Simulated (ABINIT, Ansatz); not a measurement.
# KSbS3 (Pm-3m): zone-centre phonons

Which modes does KSbS3 (Pm-3m) have at the zone centre?

Method: DFT PBEsol, scalar-relativistic, plane waves, PseudoDojo norm-conserving pseudopotentials, in ABINIT 10.8.3.

Report form: the programs' logs are mostly left out.

The structure was built from a prototype and need not be the compound's stable phase.

**1. Starting point**

The structure is cubic, space group Pm-3m (No. 221). The conventional cell has a = 5.059 Å, b = 5.059 Å, c = 5.059 Å, α = 90.00°, β = 90.00°, γ = 90.00°. Nearest to K lie 12 S at 3.58 Å. Nearest to Sb lie 6 S at 2.53 Å. Nearest to S lie 2 Sb at 2.53 Å and 4 K at 3.58 Å. Farther neighbours and most contacts between anions are not listed.

**2. Relaxation**

The harmonic expansion needs vanishing forces, and a free crystal bears no stress, so cell and atoms are brought to rest. Stress is more sensitive to the basis than forces are: the last 3 Ha under the cutoff are smoothed with ecutsm, and the cutoff is raised above that of the later runs.

The starting cell comes from a relaxation made beforehand in Ansatz (PBEsol, PseudoDojo NC).

File relax.abi:

```
# relaxation
ionmov 2
optcell 2
dilatmx 1.08
ntime 40
tolmxf 1.0d-05
tolvrs 1.0d-14
prtwf 0
prtden 0
chksymtnons 0

# basis, mesh and filling
ecut 44.0
ecutsm 3.0
ngkpt 6 6 6
nshiftk 1
shiftk 0.0 0.0 0.0
istwfk *1
occopt 3
tsmear 0.01
nband 30
nstep 100
diemac 1000000.0
prtebands 0
prtgsr 0
useylm 1

# cell and atoms
acell 9.559961055 9.559961055 9.559961055
rprim 
    1.0 0.0 0.0
    0.0 1.0 0.0
    0.0 0.0 1.0
ntypat 3
znucl 19 51 16
natom 5
typat 1 2 3 3 3
xred 
    0.0 0.0 0.0
    0.5 0.5 0.5
    0.5 0.5 0.0
    0.5 0.0 0.5
    0.0 0.5 0.5
pp_dirpath "./pseudo"
pseudos "K.upf, Sb.upf, S.upf"
```

Launch:

```
OMP_NUM_THREADS=1 mpirun -n 4 abinit relax.abi > relax.log
```

It took 6.7 min on 4 MPI ranks of Arm Neoverse V2, shared host; 27 min of CPU time.

Relaxation path:

```
step  energy less that of the first step (eV)  largest force (eV/Å)  volume (Å³)
   1                                   0.0000                0.0000       129.47
   2                                  -0.0015                0.0000       129.80
   3                                  -0.0061                0.0000       131.83
   4                                  -0.0061                0.0000       131.89
```

```
conventional cell, symmetrised  before  after  change
                         a (Å)   5.059  5.090  +0.6 %
                         b (Å)   5.059  5.090  +0.6 %
                         c (Å)   5.059  5.090  +0.6 %
              volume (Å³/atom)   25.89  26.38  +1.9 %
```

The relaxed structure:

```cif
data_structure
_symmetry_space_group_name_H-M 'P 1'
_symmetry_Int_Tables_number 1
_cell_length_a 5.0902
_cell_length_b 5.0902
_cell_length_c 5.0902
_cell_angle_alpha 90.000
_cell_angle_beta 90.000
_cell_angle_gamma 90.000
_cell_volume 131.89
loop_
_atom_site_label
_atom_site_type_symbol
_atom_site_fract_x
_atom_site_fract_y
_atom_site_fract_z
_atom_site_occupancy
K1 K 0.00000 0.00000 0.00000 1
Sb2 Sb 0.50000 0.50000 0.50000 1
S3 S 0.50000 0.50000 0.00000 1
S4 S 0.50000 0.00000 0.50000 1
S5 S 0.00000 0.50000 0.50000 1
```

This step gave:

| Quantity | Value |
| --- | --- |
| volume per atom | 26.38 Å³ |
| pressure | 5.08e-4 GPa |
| gap on the k-mesh | 0 eV |

The volume changes by +1.9 % from the cell with which this run began.

**3. Self-consistent run for the response**

The response is built on these wavefunctions, so the potential is converged far more tightly than an energy would need. Occupations are smeared.

File gs.abi:

```
# ground state
tolvrs 1.0d-16
prtden 1
prtwf 1

# basis, mesh and filling
ecut 36.0
ngkpt 6 6 6
nshiftk 1
shiftk 0.0 0.0 0.0
istwfk *1
occopt 3
tsmear 0.01
nband 30
nstep 100
diemac 1000000.0
prtebands 0
prtgsr 0
useylm 1

# cell and atoms
acell 9.619104508 9.619104508 9.619104508
rprim 
    1.0 0.0 0.0
    0.0 1.0 0.0
    0.0 0.0 1.0
ntypat 3
znucl 19 51 16
natom 5
typat 1 2 3 3 3
xred 
    0.0 0.0 0.0
    0.5 0.5 0.5
    0.5 0.5 0.0
    0.5 0.0 0.5
    0.0 0.5 0.5
pp_dirpath "./pseudo"
pseudos "K.upf, Sb.upf, S.upf"
```

Launch:

```
OMP_NUM_THREADS=1 mpirun -n 4 abinit gs.abi > gs.log
```

Wall time 82 s (4 MPI ranks).

Numbers from this step:

| Property | Result |
| --- | --- |
| pressure | -0.3424 GPa |

The cell stands at -0.34 GPa: the relaxation ran with a smoothed and higher cutoff, and the difference is a stress of the finite basis.

**4. Zone-centre response**

At q = 0 one unit cell holds all displacements. The response is solved for single atoms along the cell's directions, and symmetry skips those that follow from others. The crystal is treated as a metal, which screens a static field, so no field response is asked.

File dfpt_gamma.abi:

```

# common to the responses
getwfk_filepath "gso_WFK"
kptopt 2
nqpt 1
qpt 0.0 0.0 0.0
asr 0
chneut 0

# displacements
rfphon 1
rfatpol 1 5
rfdir 1 1 1
tolvrs 1.0d-10
prtwf 0

# basis, mesh and filling
ecut 36.0
ngkpt 6 6 6
nshiftk 1
shiftk 0.0 0.0 0.0
istwfk *1
occopt 3
tsmear 0.01
nband 30
nstep 100
diemac 1000000.0
prtebands 0
prtgsr 0
useylm 1

# cell and atoms
acell 9.619104508 9.619104508 9.619104508
rprim 
    1.0 0.0 0.0
    0.0 1.0 0.0
    0.0 0.0 1.0
ntypat 3
znucl 19 51 16
natom 5
typat 1 2 3 3 3
xred 
    0.0 0.0 0.0
    0.5 0.5 0.5
    0.5 0.5 0.0
    0.5 0.0 0.5
    0.0 0.5 0.5
pp_dirpath "./pseudo"
pseudos "K.upf, Sb.upf, S.upf"
```

Launch:

```
OMP_NUM_THREADS=1 mpirun -n 4 abinit dfpt_gamma.abi > dfpt_gamma.log
```

Elapsed: 10 min, on 4 MPI ranks; 41 min of CPU time.

Read from the output:

- largest acoustic frequency at the zone centre before the sum rule: -2.34 cm⁻¹
- highest optical zone-centre mode (no LO-TO term): 202.3 cm⁻¹
- lowest optical zone-centre mode: -80.96 cm⁻¹

The acoustic modes at Γ come out as far as 2.3 cm⁻¹ from zero, where they should vanish, a small numerical error. The lowest optical mode is imaginary, 81i cm⁻¹, an instability at this level and on this k mesh.

**5. Zone-centre analysis**

anaddb reads the merged derivatives and imposes the acoustic sum rule.

File anaddb.abi:

```
ddb_filepath "gamma_DDB"
output_file "anaddb.abo"
outdata_prefix "anaddb"
asr 1
chneut 1
enunit 2
eivec 1
nph1l 1
qph1l 0.0 0.0 0.0 1.0
```

File mrgddb.in:

```
gamma_DDB
merged
2
dfpt_gammao_DDB
gso_DDB
```

Launch:

```
mrgddb < mrgddb.in > mrgddb.log
OMP_NUM_THREADS=1 anaddb anaddb.abi > anaddb.log
```

The job ended after 0.5 s (1 thread).

Numbers from this step:

```yaml
lowest_optical_zone_centre_mode: -81.04 cm⁻¹
```

No LO-TO term; unit eigenvectors of the mass-weighted matrix, from anaddb's displacements. Modes at Γ, with each element's share of the kinetic energy (negative means imaginary):

```
mode  frequency (cm⁻¹)  symmetry  K %  Sb %  S %
   1             -81.0       T1u    0    34   66
   2             -81.0       T1u    0    34   66
   3             -81.0       T1u    0    34   66
   4             -56.5       T2u    0     0  100
   5             -56.5       T2u    0     0  100
   6             -56.5       T2u    0     0  100
   7               0.0  acoustic   15    47   37
   8               0.0  acoustic   15    47   37
   9               0.0  acoustic   15    47   37
  10              63.8       T1u   85     8    7
  11              63.8       T1u   85     8    7
  12              63.8       T1u   85     8    7
  13             202.3       T1u    0    10   90
  14             202.3       T1u    0    10   90
  15             202.3       T1u    0    10   90
```

Displacements in mode 1 (-81.0 cm⁻¹), the largest set to 1:
```
K1   0.00  0.00  0.02
Sb2  0.00  0.00 -0.53
S3   0.00  0.00 -0.03
S4   0.00  0.00  1.00
S5   0.00  0.00  1.00
```

Displacements in mode 13 (202.3 cm⁻¹), the largest set to 1:
```
K1   0.00  0.00  0.02
Sb2  0.00  0.00  0.17
S3   0.00  0.00 -1.00
S4   0.00  0.00  0.16
S5   0.00  0.00  0.16
```

The rule also moves an optical mode by 0.4 cm⁻¹.

**6. Sum rules set otherwise (asr 0)**

Without the rule the raw error of the acoustic modes shows.

Edit anaddb.abi of step 5 so:

```diff
@@ -3,4 +3,4 @@
 outdata_prefix "anaddb"
-asr 1
-chneut 1
+asr 0
+chneut 0
 enunit 2
```

mrgddb.in is that of step 5.

The job ended after 0.48 s (1 thread).

This step gave:

```
lowest optical zone-centre mode : -80.96 cm⁻¹
```

Zone-centre frequencies as printed; negative means imaginary. Modes:

```
mode  frequency (cm⁻¹)
   1            -80.96
   2            -80.96
   3            -80.96
   4            -56.24
   5            -56.24
   6            -56.24
   7             -2.34
   8             -2.34
   9             -2.34
  10             63.47
  11             63.47
  12             63.47
  13             202.3
  14             202.3
  15             202.3
```

**7. Cross-check with Ansatz**

The same cell goes through another code at the same cutoff. The files are of one family, but Ansatz's library holds files of its own making for some heavy elements, so those for Sb may differ.

This step: DFT PBEsol, scalar-relativistic, plane waves, norm-conserving pseudopotentials of its library (PseudoDojo's, some remade) (Ansatz 0.2.0).

File input.yaml:

```yaml
crystal:
  lattice:
    - [5.0902108947, 0.0, 0.0]
    - [0.0, 5.0902108947, 0.0]
    - [0.0, 0.0, 5.0902108947]
  atoms:
    - { symbol: K, position: [0.0, 0.0, 0.0] }
    - { symbol: Sb, position: [0.5, 0.5, 0.5] }
    - { symbol: S, position: [0.5, 0.5, 0.0] }
    - { symbol: S, position: [0.5, 0.0, 0.5] }
    - { symbol: S, position: [0.0, 0.5, 0.5] }
kpoints:
  mp_grid: { grid: [6, 6, 6] }
hamiltonian:
  xc: pbesol
  pseudopotentials: { kind: nc, accuracy: standard }
scf:
  occupations: { method: fermi_dirac, width: 0.27211 }
output:
  eigenvalues: true
basis:
  ecutwfc: 979.61
phonons:
  method: dfpt
```

Launch:

```
ansatz run input.yaml --threads 4 --pin off --max-ram 8192MiB --backend cpu --events-out ev --progress --plain --runs-dir out
```

Run time: 100 s. Hardware: 4 threads; peak memory 3.1 GiB.

Numbers from this step:

```yaml
sum_rule_residual_before_enforcement: 9.64e-5 eV/Å²
highest_optical_zone_centre_mode_no_lo_to_term: 198.2 cm⁻¹
lowest_optical_zone_centre_mode: -79.25 cm⁻¹
```

**8. Side by side: ABINIT PseudoDojo and Ansatz, library NC**

Numbers from this step:

```
root-mean-square difference : 2.55 cm⁻¹
largest difference          : 4.1 cm⁻¹
```

Optical modes, paired by symmetry label. Frequencies side by side, by row:

```
q (reciprocal lattice)  mode  ABINIT PseudoDojo (cm⁻¹)  Ansatz, library NC (cm⁻¹)
                 0 0 0     1                       -81                      -79.3
                 0 0 0     2                       -81                      -79.3
                 0 0 0     3                       -81                      -79.3
                 0 0 0     4                     -56.5                        -54
                 0 0 0     5                     -56.5                        -54
                 0 0 0     6                     -56.5                        -54
                 0 0 0    10                      63.8                       63.8
                 0 0 0    11                      63.8                       63.8
                 0 0 0    12                      63.8                       63.8
                 0 0 0    13                     202.3                      198.2
                 0 0 0    14                     202.3                      198.2
                 0 0 0    15                     202.3                      198.2
```

At the zone centre the largest difference (acoustic modes at Γ apart) is 2 % of the highest mode.

**9. Summary of results**

| Item | Value |
| --- | --- |
| space group after relaxation | Pm-3m |
| volume per atom | 26.4 Å³ |
| highest optical zone-centre mode (no LO-TO term) | 202.3 cm⁻¹ |
| lowest optical zone-centre mode | -81.0 cm⁻¹ |
| imaginary optical modes at the zone centre (no q mesh in this session) | yes |
| largest difference from Ansatz, library NC | 4.1 cm⁻¹ |

What this shows: At the PBEsol level the optical modes of KSbS3 (Pm-3m) at the zone centre run from 81i to 202 cm⁻¹, so the structure is a saddle point, with 6 modes beyond 10i cm⁻¹ there. The base run prints -0.34 GPa, mostly the error of a finite basis; the relaxation, with a smoothed and higher cutoff, had brought the cell to rest. ABINIT PseudoDojo and Ansatz, library NC differ by 2.5 cm⁻¹ in the root mean square and by 4.1 cm⁻¹ at most, 2.0 % of the highest mode compared (acoustic modes at Γ left out). These are harmonic frequencies: anharmonic shifts and widths and the lattice's thermal expansion are left out. The Fermi-Dirac smearing of 0.01 Ha is an electronic temperature of 3158 K, which adds a pressure of its own and can shift the volume and soft modes. Spin-orbit coupling is left out, which can matter for the heavy elements here. In a metal the frequencies hang on the k mesh and the smearing, most of all near Kohn anomalies. Ansatz warns that the cutoff lies 10 % under the one recommended for these files; agreement at one cutoff is not convergence. The structure is a hypothetical one, built on a prototype.

[Host names and launcher messages were left out of these logs when they were recorded.]

[Logs are printed without paths, hosts, clocks, repeated set-up lines and the standing remarks that a program may print on its own settings, such as how far it seeks lower states.]

[Hosts, paths, dates, database ids (printed as entryN), source tags and the programs' standing remarks are cut or masked in the printed files.]
